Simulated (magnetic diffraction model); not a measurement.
**CsNd₃Cu₂Te₄W₂: what an assumed order does to the neutron pattern**

Space group C2/m (no. 12), a = 18.0610 Å, b = 4.1970 Å, c = 10.4090 Å, β = 112.77°.

| site | atom | x | y | z |
| --- | --- | --- | --- | --- |
| 4i | W | 0.9290 | 1/2 | 0.2895 |
| 2c | Nd | 0 | 0 | 1/2 |
| 4i | Nd | 0.7133 | 0 | 0.6367 |
| 2a | Cs | 0 | 0 | 0 |
| 4i | Te | 0.7964 | 1/2 | 0.8477 |
| 4i | Te | 0.8591 | 0 | 0.5795 |
| 4i | Cu | 0.7216 | 0 | 0.9194 |

This is a made-up structure (elements placed in a structure type, unrelaxed), so the numbers test the method and describe no known phase.

Only Nd is taken to order (form factors of Nd3+); orders and moment sizes are assumed, and not adapted to the symmetry. Radiation: neutrons of λ = 2.52 Å, 5° to 50°; isotropic B of 0.15 Å² (W), 0.15 Å² (Nd), 0.22 Å² (Cs), 0.23 Å² (Te) and 0.27 Å² (Cu). The intensities are simulated: I ∝ L Σ (|F_N|² + |F_M⊥|²) for unpolarised neutrons, with F_M = 2.695 fm/μB × Σ f(s) S exp(2πi Q·r) exp(−B s²) at Q = H ± k (one set where k and −k are equivalent), only the part normal to Q counting and L = 1/(sin²θ cos θ). For collinear order S is the moment m, which repeats by lattice and centring translations R with the sign exp(−2πi k·R). Form factors are spin-only for 3d ions and dipole or tabulated for f ions, scattering lengths are Sears's of 1992, and absorption is left out. A label names one of the reflections at its angle. The strongest nuclear line in the range is 100, and lines under 0.2 are left out.

Assume the order k = (0 1 0), collinear moments along [100], 2.8 μB on Nd; signs + at (0, 0, 1/2), + at (0.7133, 0, 0.6367), − at (0.7867, 1/2, 0.3633).

Q: Where does magnetic intensity appear, and how strong is it?

```tsv
2θ (°)	index	nuclear	magnetic
8.68	(1 0 0)	0.0	2.2
14.20	(1 0 -1)	0.0	7.8
15.09	(0 0 1)	6.7	0.0
17.41	(2 0 0)	100.0	0.0
18.11	(2 0 -1)	50.0	0.0
20.16	(1 0 1)	0.0	37.6
24.68	(3 0 -1)	0.0	2.3
26.24	(3 0 0)	0.0	4.3
27.25	(2 0 1)	4.0	0.0
28.18	(1 0 -2)	0.0	3.3
28.62	(2 0 -2)	3.5	0.0
30.44	(0 0 2)	12.7	0.0
31.64	(3 0 -2)	0.0	8.6
32.45	(4 0 -1)	4.9	0.0
34.92	(1 0 2)	0.0	26.8
34.94	(0 1 0)	0.0	28.4
35.23	(4 0 0)	39.2	0.0
35.28	(3 0 1)	0.0	0.7
36.07	(1 1 0)	0.5	0.0
36.68	(4 0 -2)	2.8	0.0
37.89	(1 1 -1)	9.1	0.0
38.25	(0 1 1)	0.0	28.1
39.29	(2 1 0)	0.0	2.6
39.62	(2 1 -1)	0.0	1.0
40.67	(1 1 1)	63.6	0.0
42.59	(2 0 -3)	3.0	0.0
43.25	(3 1 -1)	18.9	0.0
43.52	(3 0 -3)	0.0	0.8
43.58	(1 0 -3)	0.0	0.2
43.88	(4 0 1)	16.1	0.0
44.22	(3 1 0)	57.4	0.0
44.46	(5 0 0)	0.0	0.2
44.87	(2 1 1)	0.0	2.4
45.48	(1 1 -2)	0.7	0.0
45.77	(2 1 -2)	0.0	14.8
46.28	(4 0 -3)	10.9	0.0
46.39	(0 0 3)	1.3	0.0
47.01	(0 1 2)	0.0	1.8
47.85	(3 1 -2)	4.0	0.0
48.18	(3 0 2)	0.0	0.6
48.42	(4 1 -1)	0.0	0.6
49.79	(6 0 -1)	22.7	0.0
```

The strongest magnetic line in the range is (1 0 1) at 20.16° (37.6). On top of the Lorentz factor, which all lines share, magnetic lines fade with angle because f falls: for Nd3+ it is 0.98, 0.90, 0.79 and 0.54 at sin θ/λ = 0.1, 0.2, 0.3 and 0.5 Å⁻¹, while nuclear lengths stay constant. The order has no net moment.

[Logs are printed without paths, hosts, clocks, repeated set-up lines and the standing remarks that a program may print on its own settings, such as how far it seeks lower states.]
